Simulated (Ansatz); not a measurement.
# Supercells of generalised stacking fault on (111) (glide set) of a Ge-Si solid solution (72 atoms): plane waves and support functions, part 2 of 2

How do plane waves and support functions scale when generalised stacking fault on (111) (glide set) of a Ge-Si solid solution (72 atoms) is repeated?

Ansatz 0.2.0; Kohn-Sham DFT, RPBE, PAW (set soft_2), plane waves.

The cell: 51 Ge and 21 Si. The host structure and its lattice constant were typed by rule, without a check against the phase diagram.

So far. Step 4 (Support functions, 72 atoms): The energy lies 80.9 meV/atom above the dense-mesh reference, and 1.0 meV/atom below plane waves of the same size, an offset between the two bases that leaves the sampling error alike. Step 5 (Plane waves, 144 atoms): The energy lies 56.3 meV/atom above the dense-mesh reference.

## 6. Support functions, 144 atoms

The repeated cell is solved at Γ in support functions.

This step: Kohn-Sham DFT, RPBE, PAW (set soft_2), localised support functions (medium) (Ansatz 0.2.0).

input.yaml reads:

```yaml
crystal:
  lattice:
    - [6.84865, 0.0, 0.0]
    - [0.0, 11.86221, 0.0]
    - [1.71216, 0.0, 19.57091]
  atoms:
    [... the 72 atom lines of step 2 ...]
  supercell: [2, 1, 1]
kpoints:
  mp_grid: { grid: [1, 1, 1] }
hamiltonian:
  xc: rpbe
scf:
  occupations: { method: gaussian, width: 0.025 }
  eigensolver: { kind: { support_functions: { accuracy: medium } } }
  mixing: { beta: 0.4 }
  max_iter: 150
output:
  forces: true
```

The run is started by

```console
> ansatz run input.yaml --threads 8 --pin off --max-ram 15872MiB --backend cpu --events-out ev --progress --plain --runs-dir out
```

Numbers of over 12 decimals in the logs are rounded to 6 here.

Output:

```text
Warning: scf.eigensolver.kind.support_functions: disabling space-group detection — the functions' gradient is summed over unrotated k-points, so no spatial operation reduces the k-mesh or symmetrises the density; time reversal is kept, so that k and −k are solved as one point where they differ and the mesh holds both, and exact exchange and, on two spinor components, a DFT+U term hold to it where the run has them: [...]
settings of this run that can trade accuracy for cost: scf.eigensolver.kind.support_functions [...]
[...]
Crystal: 144 atoms, lattice volume = 3179.886 Å³
Basis set: ecut = 420 eV, 62149 PW (Γ), exchange–correlation on 192×160×270 points (8 copies of the dense FFT grid, shifted against one another)
Bands: 958, of which v1, the nominal top of the filled ones, is band 798 counted from 1 (797 counted from 0)
Symmetry: 1 space group operations
k-points: 1
[...]
SCF iter   1: F=—  HF=-465452.170484 eV  |F-HF|=—  |Δ(HF+E_count)|=         —  Δρ=3.38e-2  dr2=3.87e1  ethr=1.00e-1
[...]
SCF iter  11: F=—  HF=-465480.982295 eV  |F-HF|=—  |Δ(HF+E_count)|=   2.32e-3  Δρ=1.65e-5  dr2=1.02e-5  ethr=6.30e-9  κ⁻¹=1.0e-6(r=7)
SCF iter  12: F=-465480.984233 eV  HF=-465480.984230 eV  |F-HF|=3.45e-6  |Δ(HF+E_count)|=   1.93e-3  Δρ=8.61e-6  dr2=2.68e-6  ethr=6.41e-10
SCF 1 converged in 12 iterations: F = -465481.017980 eV  dr2 = 2.68e-6
[...]
SCF converged after 12 iterations
Stability not checked: this state was not tested for a lower state beside it, because the mixer in use, unlike msr1, does not test its closes by its own steps (another_mixer; see scf.mixing.algorithm and scf.lower_state_search)
Free energy (F): -465481.017980 eV
[...]
Internal energy: -465481.017941 eV  (E = F + TS)
E sigma→0 (E₀):  -465481.017960 eV
Entropy (-TS):   -0.000039 eV (-0.000 meV/atom)
Fermi energy:    8.476893 eV
[...]
Σ components = -465481.017980   (vs F -465481.017980, Δ=0.00e0)
--- Forces (eV/Å), atoms counted from 1 ---
  atom   1  Ge     1.56655064    -0.91632322     0.03681633
  atom   2  Ge    -0.15150316    -0.55390639     0.02162323
  atom   3  Ge     0.03920013    -0.08623204     0.40345294
  atom   4  Si     0.07698372     0.07990783     0.07978064
  atom   5  Si     1.53401505    -0.56894377    -0.39951677
  atom   6  Ge     0.33841348     0.11053775    -0.20581756
  [... forces on the other 138 atoms ...]
  max |Σ_I F_I| component: 1.02e-2 eV/Å
--- Band table (eV) ---
[... left out ...]
  guard bands above this table: 139 of the run's 958 bands (output.publish_guard_bands: true publishes all)
[...]
```

The job ended after 3.3 min (8 threads of Arm Neoverse N1, shared host; peak memory 6 GiB; 26 min of CPU time).

The program repeats the typed cell 2×1×1 times, 144 atoms in all; totals in the log are those of the whole repeated cell, and force differences are taken after averaging over the copies of each atom.

The energy lies 55.3 meV/atom above the dense-mesh reference, and 1.0 meV/atom below plane waves of the same size, an offset between the two bases that leaves the sampling error alike.

## 7. All sizes together

Differences are against the typed cell on a 5×3×2 mesh, which samples like Γ on 2160 atoms (r.m.s. force component 0.505 eV/Å). Every repeated cell is solved at Γ, and forces are averaged over the copies of each atom. Hardware: 8 threads of Arm Neoverse N1, shared host.

```
atoms  repeats              basis  Δ force, r.m.s. (meV/Å)  Δ energy (meV/atom)  less plane waves of the same size (meV/atom)  spread among copies (meV/Å)  SCF cycles     time  host memory (GiB)
   72    1×1×1        plane waves                      198                 81.9                                             -                            -          11     19 s                2.2
   72    1×1×1  support functions                      198                 80.9                                          -1.0                            -          14  1.7 min                3.6
  144    2×1×1        plane waves                     44.6                 56.3                                             -                            0           9     87 s                6.3
  144    2×1×1  support functions                     44.6                 55.3                                          -1.0                            0          12  3.3 min                6.0
```

## 8. What the reference run shows

The comparisons rest on this run, so its electronic structure is set out here.

Neighbours are counted within 2.83 Å (Ge-Ge), 2.77 Å (Ge-Si), 2.77 Å (Si-Si).

Length of the force by element and coordination:

```
element  coordination  atoms  mean length of the force (eV/Å)  spread  least   most
     Ge           all     51                            0.629   0.436  0.142   2.02
     Ge             3      5                             1.83   0.149   1.65   2.02
     Ge             4     46                            0.498   0.184  0.142  0.832
     Si           all     21                            0.908   0.611  0.145   1.90
     Si             3      7                             1.74   0.119   1.58   1.90
     Si             4     14                            0.493   0.183  0.145  0.818
```

Löwdin charges by element and coordination (they lack the spilled electrons, 0.027 e an atom on average):

```
element  coordination  atoms  mean charge (e)  spread    least    most
     Ge           all     51           0.0106  0.0166  -0.0401  0.0403
     Ge             3      5          -0.0152  0.0158  -0.0401  0.0019
     Ge             4     46           0.0134  0.0141  -0.0258  0.0403
     Si           all     21           0.0664   0.017    0.035  0.0991
     Si             3      7           0.0545  0.0137    0.035  0.0782
     Si             4     14           0.0723  0.0152   0.0384  0.0991
```

States in the cell by windows of 1 eV, zero at the Fermi level; the larger projections on atomic orbitals stand beside the total:

```
from (eV)  to (eV)  total  Ge p  Si p  Ge s  Si s
      -14      -13    0.9   0.1   0.0   0.8   0.1
      -13      -12   11.0   1.7   0.6   7.3   1.4
      -12      -11   20.9   4.1   1.4  12.7   2.6
      -11      -10   25.9   5.4   2.0  13.3   5.0
      -10       -9   13.5   3.2   1.3   5.6   3.4
       -9       -8   18.0   5.5   2.2   7.6   2.7
       -8       -7   24.0   8.7   3.4   7.6   4.1
       -7       -6   12.9   4.7   2.0   3.7   2.4
       -6       -5   10.0   4.2   1.7   2.4   1.6
       -5       -4   34.5  22.4   9.0   1.9   0.9
       -4       -3   47.8  31.6  13.2   1.8   0.9
       -3       -2   45.6  30.9  12.8   1.1   0.5
       -2       -1   19.0  12.8   5.6   0.3   0.2
       -1        0    3.9   2.0   1.5   0.2   0.1
        0        1   24.2   9.2   5.4   5.7   1.8
        1        2   46.6  19.8   9.6   8.9   3.6
```

The curve was stored every 0.100 eV, coarse against its broadening of 0.08 eV, so these counts are rough.

Between -26 and -14 eV lie 510 more states.

The levels nearest the highest filled one (over half full), pooled over k-points and spins:

```
level less the highest filled one (eV)  occupation
                                -0.129           2
                                -0.119           2
                                -0.118           2
                               -0.0925           2
                               -0.0134        1.77
                                     0        1.33
                                 0.011       0.849
                                0.0206       0.462
                                0.0223       0.405
                                0.0315       0.176
                                0.0428       0.047
                                 0.044        0.04
```

Forces differ by site in this geometry: Si atoms with 3 neighbours bear 1.7 eV/Å on average, against 0.49 eV/Å for those with 4. Mean Löwdin charges: Ge +0.01, Si +0.07 e. Charges this small depend on the projection, at times even in sign.

## 9. What came out

```
free energy per atom        : -3232.5623 eV/atom
density                     : 4.485 g/cm³
pressure                    : 4.755 GPa
r.m.s. force component      : 0.5047 eV/Å
wall time of the 5 DFT runs : 27 min
```

What this shows: Repeating the cell at Γ samples more k-points: in plane waves the energy difference from the dense mesh goes from 81.9 meV/atom at 72 atoms to 56.3 at 144, and the force difference from 198 to 45 meV/Å. At equal size the support functions lie 1.0 meV/atom below plane waves, likely because their grid holds more waves than 420 eV; no run tests this. At the largest size the support functions' forces differ from the reference by 8.8 % of the r.m.s. force, which holds the difference of sampling between the two as well as that of the basis.

7 levels are partly filled, by over 2 % (on the run's k-points): at this level the cell shows no clear gap. Levels of broken or missing bonds inside a gap of the host would look the same. Forces differ by site in this geometry: Si atoms with 3 neighbours bear 1.7 eV/Å on average, against 0.49 eV/Å for those with 4.

**Limits.** The geometry was built by rule, was displaced at random and isn't relaxed at this level: its force components are 0.50 eV/Å r.m.s. The pressure of 4.8 GPa belongs to a cell and atoms that aren't relaxed at this level.

[Logs are printed without paths, hosts, clocks, repeated set-up lines and the standing remarks that a program may print on its own settings, such as how far it seeks lower states.]

[Hosts, paths, dates, database ids (printed as entryN), source tags and the programs' standing remarks are cut or masked in the printed files.]
